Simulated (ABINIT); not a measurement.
# Si3Os (Pm-3m): zone-centre phonons, part 2 of 3

Aim: the zone-centre modes of Si3Os (Pm-3m).

ABINIT 10.8.3; DFT LDA, scalar-relativistic, plane waves, PseudoDojo norm-conserving pseudopotentials.

So far. Step 4 (Relaxation): The volume changes by +0.4 % in this run and stands -8.3 % from the first cell. The relaxed cell has a = 3.733 Å (conventional setting).

The structure was built from a prototype and need not be the compound's stable phase.

**6. Zone-centre response**

At q = 0 one unit cell holds all displacements. The response is solved for single atoms along the cell's directions, and symmetry skips those that follow from others. The crystal is treated as a metal, which screens a static field, so no field response is asked.

dfpt_gamma.abi reads:

```

# common to the responses
getwfk_filepath "gso_WFK"
kptopt 2
nqpt 1
qpt 0.0 0.0 0.0
asr 0
chneut 0

# displacements
rfphon 1
rfatpol 1 4
rfdir 1 1 1
tolvrs 1.0d-10
prtwf 0

# basis, mesh and filling
ecut 33.0
ngkpt 8 8 8
nshiftk 1
shiftk 0.0 0.0 0.0
istwfk *1
occopt 6
tsmear 0.01
nband 21
nstep 100
diemac 1000000.0
prtebands 0
prtgsr 0
useylm 1

# cell and atoms
acell 3*1.0 Angstrom
rprim 
    3.733415771 0.0 0.0
    0.0 3.733415771 0.0
    0.0 0.0 3.733415771
ntypat 2
znucl 76 14
natom 4
typat 1 2 2 2
xred 
    0.0 0.0 0.0
    0.0 0.5 0.5
    0.5 0.0 0.5
    0.5 0.5 0.0
pp_dirpath "./pseudo"
pseudos "Os.upf, Si.upf"
```

On the command line:

```console
$ OMP_NUM_THREADS=1 mpirun -n 4 abinit dfpt_gamma.abi > dfpt_gamma.log
```

Numbers of over 12 decimals in the logs are rounded to 6 here.

dfpt_gamma.abo, the main output file:

```text
[banners, grids, parts of the stress and lines that vanish by symmetry left out]
- input  file    -> dfpt_gamma.abi
- output file    -> dfpt_gamma.abo
- root for input  files -> dfpt_gammai
- root for output files -> dfpt_gammao

 Symmetries : space group Pm -3 m (#221); Bravais cP (primitive cubic)
================================================================================
 Values of the parameters that define the memory need of the present run (RF).
     intxc =       0      iscf =       7    lmnmax =      32     lnmax =       8
     mgfft =      40  mpssoang =       4    mqgrid =    3001     natom =       4
  nloc_mem =       1    nspden =       1   nspinor =       1    nsppol =       1
      nsym =      48    n1xccc =    2501    ntypat =       2    occopt =       6
   xclevel =       1
-    mband =          21        mffmem =           1         mkmem =          65
-   mkqmem =          65        mk1mem =          65           mpw =        3197
      nfft =       64000          nkpt =         260
- my_mband =          21
================================================================================
================================================================================

--------------------------------------------------------------------------------
------------- Echo of variables that govern the present computation ------------
--------------------------------------------------------------------------------
-
- outvars: echo of selected default values
-   iomode0 =  0 , fftalg0 =312 , wfoptalg0 =  0
-
- outvars: echo of global parameters not present in the input file
-  max_nthreads =    1
-
 -outvars: echo values of preprocessed input variables
 [... echo left out ...]
================================================================================

 chkinp: Checking input parameters for consistency.

[...]
== DATASET  1 ==================================================================
-   mpi_nproc: 4, omp_nthreads: 1 (-1 if OMP is not activated)

--- !DatasetInfo
iteration_state: {dtset: 1, }
dimensions: {natom: 4, nkpt: 260, mband: 21, nsppol: 1, nspinor: 1, nspden: 1, mpw: 3197, }
cutoff_energies: {ecut:  33.0, pawecutdg:  -1.0, }
electrons: {nelect:   2.80000000E+01, charge:   0.00000000E+00, occopt:   6.00000000E+00, tsmear:   1.00000000E-02, }
meta: {optdriver: 1, rfphon: 1, }
...

 mkfilename: getwfk from: gso_WFK

 Real(R)+Recip(G) space primitive vectors, cartesian coordinates (Bohr,Bohr^-1):
 R(1)=  7.0551333  0.0000000  0.0000000  G(1)=  0.1417408  0.0000000  0.0000000
 R(2)=  0.0000000  7.0551333  0.0000000  G(2)=  0.0000000  0.1417408  0.0000000
 R(3)=  0.0000000  0.0000000  7.0551333  G(3)=  0.0000000  0.0000000  0.1417408
 Unit cell volume ucvol=  3.5116860E+02 bohr^3
 Angles (23,13,12)=  9.00000000E+01  9.00000000E+01  9.00000000E+01 degrees
 setup1 : take into account q-point for computing boxcut.

 getcut: wavevector=  0.0000  0.0000  0.0000  ngfft=  40  40  40
         ecut(hartree)=     33.000   => boxcut(ratio)=   2.19247

--- Pseudopotential description ------------------------------------------------
- pspini: atom type   1  psp file is ./pseudo/Os.upf

- pspini: atom type   2  psp file is ./pseudo/Si.upf

   1.29317161E+03                                ecore*ucvol(ha*bohr**3)
--------------------------------------------------------------------------------

 ==>  initialize data related to q vector <==

 The list of irreducible perturbations for this q vector is:
    1)    idir= 1    ipert=   1
    2)    idir= 1    ipert=   2
    3)    idir= 2    ipert=   2

[...]
The perturbation idir=   2  ipert=   1 is
 symmetric of a previously calculated perturbation.
 So, its SCF calculation is not needed.

 The perturbation idir=   3  ipert=   1 is
 symmetric of a previously calculated perturbation.
 So, its SCF calculation is not needed.

 The perturbation idir=   3  ipert=   2 is
 symmetric of a previously calculated perturbation.
 So, its SCF calculation is not needed.

 The perturbation idir=   1  ipert=   3 is
 symmetric of a previously calculated perturbation.
 So, its SCF calculation is not needed.

[...]
The perturbation idir=   2  ipert=   4 is
 symmetric of a previously calculated perturbation.
 So, its SCF calculation is not needed.

 The perturbation idir=   3  ipert=   4 is
 symmetric of a previously calculated perturbation.
 So, its SCF calculation is not needed.

--------------------------------------------------------------------------------
 Perturbation wavevector (in red.coord.)   0.000000  0.000000  0.000000
 Perturbation : displacement of atom   1   along direction   1
 Found     8 symmetries that leave the perturbation invariant.

[...]
dfpt_looppert : total number of electrons, from k and k+q
  fully or partially occupied states are    2.800000E+01 and    2.800000E+01.
 Initialisation of the first-order wave-functions :
  ireadwf=   0

--- !BeginCycle
iteration_state: {dtset: 1, }
solver: {iscf: 7, nstep: 100, nline: 4, wfoptalg: 0, }
tolerances: {tolvrs: 1.00E-10, }
...

     iter   2DEtotal(Ha)        deltaE(Ha) residm    vres2
-ETOT  1   3.417699     -4.230E+03 1.036E+01 9.481E+03
 ETOT  2 -0.598470     -4.016E+00 1.725E-01 6.668E+02
 ETOT  3 -0.798416     -1.999E-01 5.164E-03 5.661E+00
 ETOT  4 -0.800636     -2.220E-03 8.599E-04 1.664E-01
 ETOT  5 -0.800604      3.242E-05 4.370E-04 2.548E-01
[...]
At SCF step   10       vres2   =  8.93E-13 < tolvrs=  1.00E-10 =>converged.
[...]
Mean square residual over all n,k,spin=   64.374E-11; max=  90.704E-08

 Thirteen components of 2nd-order total energy (hartree) are
 1,2,3: 0th-order hamiltonian combined with 1st-order wavefunctions
     kin0=   3.37191461E+03 eigvalue=   2.41296931E+02  local=  -2.18243883E+03
 4,5,6: 1st-order hamiltonian combined with 1st and 0th-order wfs
 loc psp =  -5.54121785E+03  Hartree=   1.48944401E+03     xc=  -2.07279536E+02
 note that "loc psp" includes a xc core correction that could be resolved
 7,8,9: eventually, occupation + non-local contributions
    edocc=   2.96876963E+02     enl0=   1.22425493E+03   enl1=  -2.92692031E+03
 1-9 gives the relaxation energy (to be shifted if some occ is /=2.0)
   erelax=  -4.23406908E+03
 10,11,12 Non-relaxation  contributions : frozen-wavefunctions and Ewald
 fr.local=   2.59156838E+03 fr.nonlo=   1.46234379E+03  Ewald=   1.13994688E+02
 13,14 Frozen wf xc core corrections (1) and (2)
 frxc 1  =  -3.84590995E+02  frxc 2 =   4.49952511E+02
 Resulting in :
 2DEtotal=   -0.8007034788E+00 Ha. Also 2DEtotal=   -0.217882516294E+02 eV
    (2DErelax=   -4.2340690811E+03 Ha. 2DEnonrelax=    4.2332683776E+03 Ha)
    (  non-var. 2DEtotal :   -8.0070343579E-01 Ha)

[...]
Perturbation wavevector (in red.coord.)   0.000000  0.000000  0.000000
 Perturbation : displacement of atom   2   along direction   1
 Found     8 symmetries that leave the perturbation invariant.

[...]
dfpt_looppert : total number of electrons, from k and k+q
  fully or partially occupied states are    2.800000E+01 and    2.800000E+01.
 Initialisation of the first-order wave-functions :
  ireadwf=   0

--- !BeginCycle
iteration_state: {dtset: 1, }
solver: {iscf: 7, nstep: 100, nline: 4, wfoptalg: 0, }
tolerances: {tolvrs: 1.00E-10, }
...

     iter   2DEtotal(Ha)        deltaE(Ha) residm    vres2
-ETOT  1   1.802271     -7.975E+01 1.489E+00 2.175E+03
[...]
At SCF step    9       vres2   =  1.48E-11 < tolvrs=  1.00E-10 =>converged.
[...]
Mean square residual over all n,k,spin=   76.567E-12; max=  89.899E-09

 Thirteen components of 2nd-order total energy (hartree) are
 1,2,3: 0th-order hamiltonian combined with 1st-order wavefunctions
     kin0=   6.80243391E+01 eigvalue=  -8.34990631E+00  local=  -3.35284538E+01
 4,5,6: 1st-order hamiltonian combined with 1st and 0th-order wfs
 loc psp =  -4.19082360E+01  Hartree=   1.79924288E+01     xc=  -5.56610737E+00
 note that "loc psp" includes a xc core correction that could be resolved
 7,8,9: eventually, occupation + non-local contributions
    edocc=   7.54320124E+00     enl0=   3.42368852E+01   enl1=  -1.18796538E+02
 1-9 gives the relaxation energy (to be shifted if some occ is /=2.0)
   erelax=  -8.03523872E+01
 10,11,12 Non-relaxation  contributions : frozen-wavefunctions and Ewald
 fr.local=   2.42672562E+01 fr.nonlo=   6.08874616E+01  Ewald=  -1.97405833E+00
 13,14 Frozen wf xc core corrections (1) and (2)
 frxc 1  =  -6.83854575E+00  frxc 2 =   5.20621636E+00
 Resulting in :
 2DEtotal=    0.1195942856E+01 Ha. Also 2DEtotal=    0.325432629777E+02 eV
    (2DErelax=   -8.0352387183E+01 Ha. 2DEnonrelax=    8.1548330039E+01 Ha)
    (  non-var. 2DEtotal :    1.1959430530E+00 Ha)

[...]
Perturbation wavevector (in red.coord.)   0.000000  0.000000  0.000000
 Perturbation : displacement of atom   2   along direction   2
 Found     4 symmetries that leave the perturbation invariant.

--------------------------------------------------------------------------------

--------------------------------------------------------------------------------

 dfpt_looppert : total number of electrons, from k and k+q
  fully or partially occupied states are    2.800000E+01 and    2.800000E+01.
 Initialisation of the first-order wave-functions :
  ireadwf=   0

--- !BeginCycle
iteration_state: {dtset: 1, }
solver: {iscf: 7, nstep: 100, nline: 4, wfoptalg: 0, }
tolerances: {tolvrs: 1.00E-10, }
...

     iter   2DEtotal(Ha)        deltaE(Ha) residm    vres2
-ETOT  1   2.705800     -8.231E+01 1.258E+00 3.599E+03
[...]
ETOT  8   1.718727     -7.327E-11 1.060E-04 1.647E-09
 ETOT  9   1.718727     -3.126E-13 3.616E-05 2.795E-11

 At SCF step    9       vres2   =  2.80E-11 < tolvrs=  1.00E-10 =>converged.
[...]
Mean square residual over all n,k,spin=   15.532E-09; max=  36.160E-06

 Thirteen components of 2nd-order total energy (hartree) are
 1,2,3: 0th-order hamiltonian combined with 1st-order wavefunctions
     kin0=   7.21080939E+01 eigvalue=  -8.29728438E+00  local=  -3.59036422E+01
 4,5,6: 1st-order hamiltonian combined with 1st and 0th-order wfs
 loc psp =  -3.88350506E+01  Hartree=   1.83989028E+01     xc=  -5.33121030E+00
 note that "loc psp" includes a xc core correction that could be resolved
 7,8,9: eventually, occupation + non-local contributions
    edocc=   6.76923525E+00     enl0=   3.55511458E+01   enl1=  -1.27755431E+02
 1-9 gives the relaxation energy (to be shifted if some occ is /=2.0)
   erelax=  -8.32952409E+01
 10,11,12 Non-relaxation  contributions : frozen-wavefunctions and Ewald
 fr.local=  -6.77192612E+01 fr.nonlo=   6.82050614E+01  Ewald=   8.64830449E+01
 13,14 Frozen wf xc core corrections (1) and (2)
 frxc 1  =  -6.77103645E+00  frxc 2 =   4.81615969E+00
 Resulting in :
 2DEtotal=    0.1718727368E+01 Ha. Also 2DEtotal=    0.467689542632E+02 eV
    (2DErelax=   -8.3295240949E+01 Ha. 2DEnonrelax=    8.5013968317E+01 Ha)
    (  non-var. 2DEtotal :    1.7187274090E+00 Ha)

[...]
---- first-order wavefunction calculations are completed ----

 ==> Compute Derivative Database <==

 [... matrices left out ...]
  Phonon wavevector (reduced coordinates) :  0.00000  0.00000  0.00000
 Phonon energies in Hartree :
  -6.260247E-04 -6.260247E-04 -6.260247E-04  9.552563E-06  9.552563E-06
   9.552564E-06  5.996037E-04  5.996037E-04  5.996037E-04  1.343174E-03
   1.343174E-03  1.343174E-03
 Phonon frequencies in cm-1    :
- -1.373965E+02 -1.373965E+02 -1.373965E+02  2.096545E+00  2.096545E+00
-  2.096545E+00  1.315978E+02  1.315978E+02  1.315978E+02  2.947926E+02
-  2.947926E+02  2.947926E+02

== END DATASET(S) ==============================================================
================================================================================

 -outvars: echo values of variables after computation
            acell      1.8897261259E+00  1.8897261259E+00  1.8897261259E+00 Bohr
           etotal      1.7187273680E+00
            fcart      0.0000000000E+00  0.0000000000E+00  0.0000000000E+00
           strten      0.0000000000E+00  0.0000000000E+00  0.0000000000E+00
================================================================================
```

Elapsed: 2.6 min, on 4 MPI ranks of Arm Neoverse V2, shared host.

This step gave:

| Item | Value |
| --- | --- |
| largest acoustic frequency at the zone centre before the sum rule | 2.1 cm⁻¹ |
| highest optical zone-centre mode (no LO-TO term) | 294.8 cm⁻¹ |
| lowest optical zone-centre mode | -137.4 cm⁻¹ |

The acoustic modes at Γ come out as far as 2.1 cm⁻¹ from zero, where they should vanish, a small numerical error. The lowest optical mode is imaginary, 137i cm⁻¹, an instability at this level and on this k mesh.

(Part 2 of 3 ends here.)

[Host names and launcher messages were left out of these logs when they were recorded.]

[Logs are printed without paths, hosts, clocks, repeated set-up lines and the standing remarks that a program may print on its own settings, such as how far it seeks lower states.]

[Hosts, paths, dates, database ids (printed as entryN), source tags and the programs' standing remarks are cut or masked in the printed files.]
